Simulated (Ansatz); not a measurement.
# What RbYbF3 (Pm-3m) distorts into, part 3 of 3

Which phase does RbYbF3 (Pm-3m) fall into along its unstable mode, and how much energy does it gain?

Ansatz 0.2.0; DFT PBEsol+U, scalar-relativistic, plane waves, PAW.

So far. Step 5 (Energy along the mode, all amplitudes (two of the runs …): The lowest step is at 0.32 Å, 8.94 meV/atom below the parent, and the energy rises beyond it. Step 7 (The new phase in its own primitive cell): The largest force component left is 0.43 meV/Å and the pressure is 0.002 GPa, within the tolerances set. The cell now holds 18.35 Å³/atom. The relaxed cell has a = 6.410, c = 15.468 Å (conventional setting).

### Step 8. Modes of the new phase, k-mesh 6×6×6

A relaxed structure may still be a saddle point, so its zone-centre modes are computed. The response to a homogeneous field gives the Born charges and the dielectric tensor.

input.yaml reads:

```yaml
crystal:
  lattice:
    - [3.2051510612, 1.850494828, 5.1560291484]
    - [-3.2051510612, 1.850494828, 5.1560291484]
    - [0.0, -3.7009896559, 5.1560291484]
  atoms:
    - { symbol: Rb, position: [0.25, 0.25, 0.25] }
    - { symbol: Rb, position: [0.75, 0.75, 0.75] }
    - { symbol: Yb, position: [0.5, 0.5, 0.5] }
    - { symbol: Yb, position: [0.0, 0.0, 0.0] }
    - { symbol: F, position: [0.25, 0.8116087186, 0.6883912814] }
    - { symbol: F, position: [0.75, 0.1883912814, 0.3116087186] }
    - { symbol: F, position: [0.1883912814, 0.3116087186, 0.75] }
    - { symbol: F, position: [0.8116087186, 0.6883912814, 0.25] }
    - { symbol: F, position: [0.6883912814, 0.25, 0.8116087186] }
    - { symbol: F, position: [0.3116087186, 0.75, 0.1883912814] }
kpoints:
  mp_grid: { grid: [6, 6, 6] }
hamiltonian:
  xc: pbesol
  hubbard: { sites: [{ species: Yb, l: f, u_eff: 6.0 }] }
scf:
  occupations: { method: fixed }
  convergence: { dr2_threshold: 1.0e-10 }
output:
  eigenvalues: true
phonons:
  method: dfpt
  dielectric: true
  rigid_motions: translations
```

The run is started by

```bash
$ ansatz run input.yaml --threads 8 --pin off --max-ram 14336MiB --backend cpu --events-out ev --progress --plain --runs-dir out
```

What it wrote:

```text
[...]
Crystal: 10 atoms, lattice volume = 183.486 Å³
Basis set: ecut = 420 eV, 3617 PW (Γ), exchange–correlation on 96×96×96 points (8 copies of the dense FFT grid, shifted against one another)
Bands: 65, of which v1, the nominal top of the filled ones, is band 54 counted from 1 (53 counted from 0)
Symmetry: 12 space group operations
k-points: 112 of 216 (irreducible under 1 space group operation, time reversal used)
[...]
SCF iter   1: F=—  HF=-38610.910359 eV  |F-HF|=—  |Δ(HF+E_count)|=         —  Δρ=9.78e-2  dr2=1.63e1  ethr=3.10e-3  ⟨swp⟩=5.9  Hψ=27685  notcnv=0  defer=798
[...]
SCF iter  14: F=-38605.457914 eV  HF=-38605.457914 eV  |F-HF|=7.28e-12  |Δ(HF+E_count)|=  1.46e-10  Δρ=7.56e-8  dr2=1.42e-11  ethr=1.00e-12  ⟨swp⟩=18.5  Hψ=69811  notcnv=0
SCF 1 converged in 14 iterations: F = -38605.457914 eV  dr2 = 1.42e-11
[...]
NSCF: frozen V_eff on 6 k-points
[...]
DFPT response loops at Γ: preconditioner auto → Resta (q_TF=auto, 2.498 Å⁻¹)  ε∞=6.8 (no band partly filled); β = 1.00, the filter's whole step (`scf.mixing.beta` (0.50) is not read by the response loops at its default; to damp them type it under 1.00, their step now; it binds the ground state too); Broyden in place of MSR1
── the response to a field inside a basis, on 6×6×6 k-points: an SCF that follows is theirs, and a resumed run solves both again ──
Bands: 55, of which v1, the nominal top of the filled ones, is band 54 counted from 1 (53 counted from 0)
k-points: 28 of 216
[...]
Eigensolver: Dense (28 Hₖ)
SCF iter   1: F=—  HF=-38605.161723 eV  |F-HF|=—  |Δ(HF+E_count)|=         —  Δρ=5.79e-4  dr2=1.60e-4  ethr=1.00e-1
[...]
SCF iter   9: F=-38605.161878 eV  HF=-38605.161878 eV  |F-HF|=2.91e-11  |Δ(HF+E_count)|=  2.11e-10  Δρ=1.18e-7  dr2=2.35e-11  ethr=1.00e-12
SCF 1 converged in 9 iterations: F = -38605.161878 eV  dr2 = 2.35e-11
[...]
SCF converged after 14 iterations
Free energy (F): -38605.457914 eV
[...]
Internal energy: -38605.457914 eV  (E = F + TS)
E sigma→0 (E₀):  -38605.457914 eV
Fermi energy:    7.999522 eV
[...]
--- Band table (eV; the first three rows and the last of 112) ---
  k-point 0: bands = [... 50 lower, 7.8495, 7.9768, 7.9768, 7.9995, 9.3123, 12.2929, 12.2929, 12.6005, ... 7 higher]
  k-point 1: bands = [... 50 lower, 7.8433, 7.9589, 7.9614, 7.9817, 9.6177, 12.4261, 12.4269, 12.6537, ... 7 higher]
  k-point 2: bands = [... 50 lower, 7.8441, 7.9170, 7.9222, 7.9378, 10.4026, 12.3234, 12.6948, 12.7532, ... 7 higher]
  k-point 111: bands = [... 50 lower, 7.8731, 7.8731, 7.8799, 7.8799, 11.5468, 11.5468, 12.8321, 12.8321, ... 7 higher]
Occupation matrices written to <dir>
[...]
k mesh reduced under 1 symmetry operation, with k and −k counted as one. Each operation leaves every solved perturbation unchanged. A smaller set is not considered because the run has a Hubbard term
  ASR residual: 3.263e-5 → 0.000e0 eV/Å²; symmetrization residual: 7.234e-8 eV/Å²
  ASR residual per site (eV/Å²): 1.56e-6 1.56e-6 2.35e-5 2.35e-5 3.12e-5 3.12e-5 3.26e-5 3.26e-5 3.12e-5 3.12e-5
  Γ frequencies (cm⁻¹): -33.13 -33.13 0.00 0.00 0.00 19.88 40.39 45.02 45.02 89.21 89.21 93.52 93.52 106.03 117.71 118.01 118.01 123.48 155.31 155.31 155.99 170.93 197.27 197.27 330.45 336.86 336.86 363.02 363.02 450.45
  ε∞ (high-frequency dielectric tensor):
        2.351324     0.000000    -0.000000
       -0.000000     2.351324    -0.000000
        0.000000    -0.000000     2.328342
  softest optical mode at Γ: -33.13 cm⁻¹; the repairs (sum rule, projections) moved no ω² at Γ by more than (0.71 cm⁻¹)²
  Born effective charges Z* (e; rows j = field, columns β = displacement):
    site 0:
         1.27202   -0.00000   -0.00000
         0.00000    1.27202   -0.00000
        -0.00000   -0.00000    1.19350
    site 1:
         1.27202   -0.00000   -0.00000
         0.00000    1.27202   -0.00000
        -0.00000   -0.00000    1.19350
    site 2:
         2.43949   -0.05268    0.00000
         0.05268    2.43949   -0.00000
        -0.00000   -0.00000    2.35075
    site 3:
         2.43949    0.05268   -0.00000
        -0.05268    2.43949   -0.00000
         0.00000   -0.00000    2.35075
    site 4:
        -1.37425   -0.23743    0.36566
        -0.23743   -1.10009    0.21111
         0.37116    0.21429   -1.18142
    site 5:
        -1.37425   -0.23743    0.36566
        -0.23743   -1.10009    0.21111
         0.37116    0.21429   -1.18142
    site 6:
        -0.96301   -0.00000   -0.00000
         0.00000   -1.51133   -0.42223
         0.00000   -0.42858   -1.18142
    site 7:
        -0.96301   -0.00000   -0.00000
         0.00000   -1.51133   -0.42223
         0.00000   -0.42858   -1.18142
    site 8:
        -1.37425    0.23743   -0.36566
         0.23743   -1.10009    0.21111
        -0.37116    0.21429   -1.18142
    site 9:
        -1.37425    0.23743   -0.36566
         0.23743   -1.10009    0.21111
        -0.37116    0.21429   -1.18142
  Z* charge neutrality: 1.049e-2 e pre-enforcement
  solved inside a basis spanned on kpoints, on 6×6×6 k-points, its susceptibility summed on 10×10×10: ε∞ is read to err by 6.4e-3, Z* by 2.8e-2 e (field_mesh: kpoints solves on kpoints); Z* is corrected for what the basis lacks
  optical modes at Γ without the LO–TO term, one row a degenerate level:
      ω (cm⁻¹)  modes    IR ((D/Å)²/amu)
        -33.13      2             0.0000
         19.88      1             3.5121
         40.39      1             0.0000
         45.02      2             2.0582
         89.21      2             0.0000
         93.52      2             0.0001
        106.03      1             2.6989
[...]
optical modes at Γ + LO–TO along q̂ = [1.0000, 0.0000, 0.0000]:
      ω (cm⁻¹)  modes    IR ((D/Å)²/amu)
[...]
optical modes at Γ + LO–TO along q̂ = [0.0000, 1.0000, 0.0000]:
      ω (cm⁻¹)  modes    IR ((D/Å)²/amu)
[...]
optical modes at Γ + LO–TO along q̂ = [0.0000, 0.0000, 1.0000]:
      ω (cm⁻¹)  modes    IR ((D/Å)²/amu)
[...]
117.71      1             0.0000
        118.01      2             4.2701
        123.48      1             0.0000
        155.31      2             8.8159
        155.99      1             0.0000
        166.40      1             2.5346
        170.93      1             0.0000
        197.27      2             0.0000
        336.86      2            14.4763
        363.02      2             0.0000
        395.66      1            11.0373
        450.45      1             0.0000
```

It took 3.8 min on 8 threads of Intel Xeon Platinum 8488C (Sapphire Rapids), shared host; peak memory 6.9 GiB.

Numbers from this step:

| Item | Value |
| --- | --- |
| sum-rule residual before enforcement | 3.26e-5 eV/Å² |
| miss of the charge sum rule | 0.01049 e |
| estimated error of the dielectric tensor | 0.006423 |
| estimated error of the Born charges | 0.02844 e |
| point group | -3m |
| highest optical mode at the zone centre (no LO-TO term) | 450.4 cm⁻¹ |
| lowest optical zone-centre mode | -33.13 cm⁻¹ |
| mean high-frequency dielectric constant | 2.344 |
| largest Born charge (third of the trace) | 2.410 e |
| top of the zone-centre spectrum with the field | 450.4 cm⁻¹ |

Without the LO-TO term. Patterns of degenerate modes are one choice out of their space. Modes at Γ, with each element's share of the kinetic energy (negative means imaginary):

```
mode  frequency (cm⁻¹)  symmetry  Rb %  Yb %  F %
   1             -33.1        Eg    15     0   85
   2             -33.1        Eg    15     0   85
   3               0.0  acoustic    27    55   18
   4               0.0  acoustic    27    55   18
   5               0.0  acoustic    27    55   18
   6              19.9       A2u    59     5   36
   7              40.4       A2g    95     0    5
   8              45.0        Eu    23     4   73
   9              45.0        Eu    23     4   73
  10              89.2        Eg    85     0   15
  11              89.2        Eg    85     0   15
  12              93.5        Eu    46    27   27
  13              93.5        Eu    46    27   27
  14             106.0       A2u    14    34   53
  15             117.7       A1u     0    74   26
  16             118.0        Eu     3    67   30
  17             118.0        Eu     3    67   30
  18             123.5       A1g     0     0  100
  19             155.3        Eu     1    41   58
  20             155.3        Eu     1    41   58
  21             156.0       A1u     0    26   74
  22             170.9       A2g     5     0   95
  23             197.3        Eg     0     0  100
  24             197.3        Eg     0     0  100
  25             330.4       A2u     0     6   94
  26             336.9        Eu     0     6   94
  27             336.9        Eu     0     6   94
  28             363.0        Eg     0     0  100
  29             363.0        Eg     0     0  100
  30             450.4       A2g     0     0  100
```

Displacements in mode 2 (-33.1 cm⁻¹), the largest set to 1:
```
Rb1  0.06 -0.32  0.00
Rb2 -0.06  0.32  0.00
Yb3  0.00  0.00  0.00
Yb4  0.00  0.00  0.00
F5   0.03 -0.52 -0.34
F6  -0.03  0.52  0.34
F7  -0.09  0.70 -1.00
F8   0.09 -0.70  1.00
F9   0.21 -0.55 -0.66
F10 -0.21  0.55  0.66
```

Displacements in mode 20 (155.3 cm⁻¹), the largest set to 1:
```
Rb1  0.00 -0.07  0.00
Rb2  0.00 -0.07  0.00
Yb3  0.39 -0.18  0.00
Yb4 -0.37 -0.22  0.00
F5  -0.48  1.00  0.03
F6  -0.48  1.00  0.03
F7  -0.06  0.18 -0.07
F8  -0.06  0.18 -0.07
F9   0.43  0.95  0.04
F10  0.43  0.95  0.04
```

Optical modes at the zone centre, without and with the macroscopic field of the longitudinal modes; each column is sorted by frequency, so a row need not hold one and the same mode. Modes with and without the field, by row:

| rank among optical modes | no field (cm⁻¹) | q along (1, 0, 0) (cm⁻¹) | q along (0, 0, 1) (cm⁻¹) |
| --- | --- | --- | --- |
| 1 | -33.1 | -33.1 | -33.1 |
| 2 | -33.1 | -33.1 | -33.1 |
| 3 | 19.9 | 19.9 | 40.4 |
| 4 | 40.4 | 40.4 | 45 |
| 5 | 45 | 45 | 45 |
| 6 | 45 | 59.4 | 72.5 |
| 7 | 89.2 | 89.2 | 89.2 |
| 8 | 89.2 | 89.2 | 89.2 |
| 9 | 93.5 | 93.5 | 93.5 |
| 10 | 93.5 | 93.5 | 93.5 |
| 11 | 106 | 106 | 117.7 |
| 12 | 117.7 | 117.7 | 118 |
| 13 | 118 | 118 | 118 |
| 14 | 118 | 123.5 | 123.5 |
| 15 | 123.5 | 128.9 | 155.3 |
| 16 | 155.3 | 155.3 | 155.3 |
| 17 | 155.3 | 156 | 156 |
| 18 | 156 | 170.9 | 166.4 |
| 19 | 170.9 | 197.3 | 170.9 |
| 20 | 197.3 | 197.3 | 197.3 |
| 21 | 197.3 | 211.4 | 197.3 |
| 22 | 330.4 | 330.4 | 336.9 |
| 23 | 336.9 | 336.9 | 336.9 |
| 24 | 336.9 | 363 | 363 |
| 25 | 363 | 363 | 363 |
| 26 | 363 | 402.4 | 395.7 |
| 27 | 450.4 | 450.4 | 450.4 |

Born charge (rows field, columns displacement) (e), principal values of the symmetric part by kind of site:

```
atom  atoms with these values    low  middle   high   mean
 Rb1                        2   1.19    1.27   1.27   1.25
 Yb3                        2   2.35    2.44   2.44   2.41
  F5                        6  -1.80   -0.96  -0.89  -1.22
```

In full for Rb1:

```
1.27 0.00 0.00
0.00 1.27 0.00
0.00 0.00 1.19
```

High-frequency dielectric tensor:

```
2.35 0.00 0.00
0.00 2.35 0.00
0.00 0.00 2.33
```

Transverse modes; imaginary modes are left out. Lines of the infrared spectrum (strongest = 100):

```
position (cm⁻¹)  lines merged  relative intensity
             20             1                  24
             40             1                 0.0
             45             1                  14
             89             1                 0.0
             94             1                 0.0
            106             1                  19
            118             2                  29
            124             1                 0.0
            155             1                  61
            156             1                 0.0
            171             1                 0.0
            197             1                 0.0
            330             1                  52
            337             1                 100
            363             1                 0.0
            450             1                 0.0
```

Before it was imposed, the acoustic sum rule was missed by 3.3e-5 eV/Å² and the charge sum rule by 0.010 e. Small misses are needed for a sound result but don't prove that mesh and cutoff are converged. The lowest optical mode is imaginary, 33.1i cm⁻¹, so the energy falls along it.

### Step 9. Outcome

```yaml
unstable_mode_of_the_parent: q = (-0.5, -0.5, -0.5), 81i cm⁻¹
depth_at_the_lowest_point_sampled: 8.94 meV/atom
largest_atomic_shift_at_that_point: 0.32 Å
space_group_reached: R-3c
energy_gained_over_the_parent_first_relaxation_on_the_mesh_of_the_frozen_mode: 10.9 meV/atom
volume_per_atom_phase_reached: 18.3 Å³
gap_on_the_k_mesh_phase_reached: 1.31 eV
lowest_optical_zone_centre_mode_phase_reached: -33.1 cm⁻¹
highest_optical_mode_at_the_zone_centre_no_lo_to_term_phase_reached: 450 cm⁻¹
```

**Reading.** Along this mode the structure falls into R-3c, 10.9 meV/atom below the parent. At the parent's cell the well is 8.938 meV/atom deep on the steps tried, with its lowest point at a shift of 0.32 Å. Relaxing atoms and cell changes the gain by +1.99 meV/atom against the lowest step (energies at zero smearing). The new phase still has an imaginary mode at the zone centre of its cell, so it is a saddle point on the way to a lower structure. Of the 3 patterns followed from this parent, this one ends 1.10 meV/atom above the lowest, Imma. Differences under 1.0 meV/atom are within the error of comparing unlike cells and meshes, so the order among close phases is not settled. Each path keeps the symmetry of its pattern, so a lower phase may lie along a pattern not tried. Spin-orbit coupling is left out, which can matter for the heavy elements here.

[Long decimals in the printed logs are rounded to 6 places.]

[Logs are printed without paths, hosts, clocks, repeated set-up lines and the standing remarks that a program may print on its own settings, such as how far it seeks lower states.]

[Hosts, paths, dates, database ids (printed as entryN), source tags and the programs' standing remarks are cut or masked in the printed files.]

[Where the starting crystal was built by hand or by swapping elements, it need not be the compound's stable phase.]
